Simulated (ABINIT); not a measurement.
Entries from a set of simulations; values are calculated unless marked as measured.

**Beyond one shot: SrCl2 (Fm-3m)**

Symmetry: Fm-3m, No. 225, cubic system. The conventional cell has a = 6.977 Å, b = 6.977 Å, c = 6.977 Å, α = 90.00°, β = 90.00°, γ = 90.00°. Sr has 8 Cl at 3.02 Å nearest. Nearest to Cl lie 4 Sr at 3.02 Å. Farther neighbours, and contacts between anions beyond the nearest, are not listed.

```
Sr Cl
1.0
     0.00000    3.48835    3.48835
     3.48835    0.00000    3.48835
     3.48835    3.48835    0.00000
Sr Cl
1 2
Direct
  0.00000 0.00000 0.00000
  0.25000 0.25000 0.25000
  0.75000 0.75000 0.75000
```

```yaml
method: RPA screening on PBE from quasiparticle energies, plane waves, norm-conserving pseudopotentials (and 5 further levels or steps)
program: ABINIT 10.8.3
settings: cutoff 28 Ha, PseudoDojo scalar-relativistic 0.4.1 standard, norm-conserving, ngkpt (2, 2, 2), nband 68, ecuteps 3.9 Ha, gwcalctyp 10, inclvkb 2, shiftk (0, 0, 0), symchi 1, awtr 1, frequency ppm, cycle 3, q points all but q = 0, 2×2×2 k-mesh
cost: 15 runs, 68 s in all on 4 MPI ranks of Arm Neoverse V2, shared host
notes: The program’s warnings: nproc spkpt=  >= nkpt= * nsppol=. The cell and positions come from the Crystallography Open Database and are kept as given unless a step says otherwise. Limits: no spin-orbit coupling. The first cycle of evGW0 takes the full correction, without the factor Z, so it overshoots the one-shot value. The 2×2×2 mesh is coarse for this cell, which bears on the long-range parts of exchange and screening.
g0w0: 7.244 eV
evgw0_cycle_1: 7.614 eV
evgw0_cycle_2: 7.488 eV
evgw0_cycle_3: 7.493 eV
evgw_cycle_1: 7.924 eV
evgw_cycle_2: 7.961 eV
evgw_cycle_3: 7.963 eV
known_limits: short of the basis limit; no spin-orbit coupling; coarse k mesh
```

Only the bands that the input lists are updated; the higher empty ones keep the functional's energies. The evGW loop starts from the last levels of evGW0, so its cycles and time come on top of those.

[Long decimals in the printed logs are rounded to 6 places.]

[Logs are printed without paths, hosts, clocks, repeated set-up lines and the standing remarks that a program may print on its own settings, such as how far it seeks lower states.]

[Paths, hosts, dates, memory and timing lines, banners, echoed tables and standing remarks are left out of the program output; an Ansatz launch command may be rebuilt from the run's recorded settings. Measured values are a selection of at most five: reports struck by readers or far from the other reports are left out. None is set beside runs whose start may be inverted or whose files or cutoffs have a known fault.]

[Runs of the session that timed out or met a known fault of the program may be left out.]

[Hosts, paths, dates, database ids (printed as entryN), source tags and the programs' standing remarks are cut or masked in the printed files.]

[G0W0 gaps are taken among the corrected bands and points alone; a level outside them can change the order at an edge.]

[Where Ansatz stands beside ABINIT at settings called matched, ABINIT's density can come from a denser mesh and the files from another edition; pairs whose starting gaps differed by over 0.03 eV were left out, so agreement reads better than it is.]
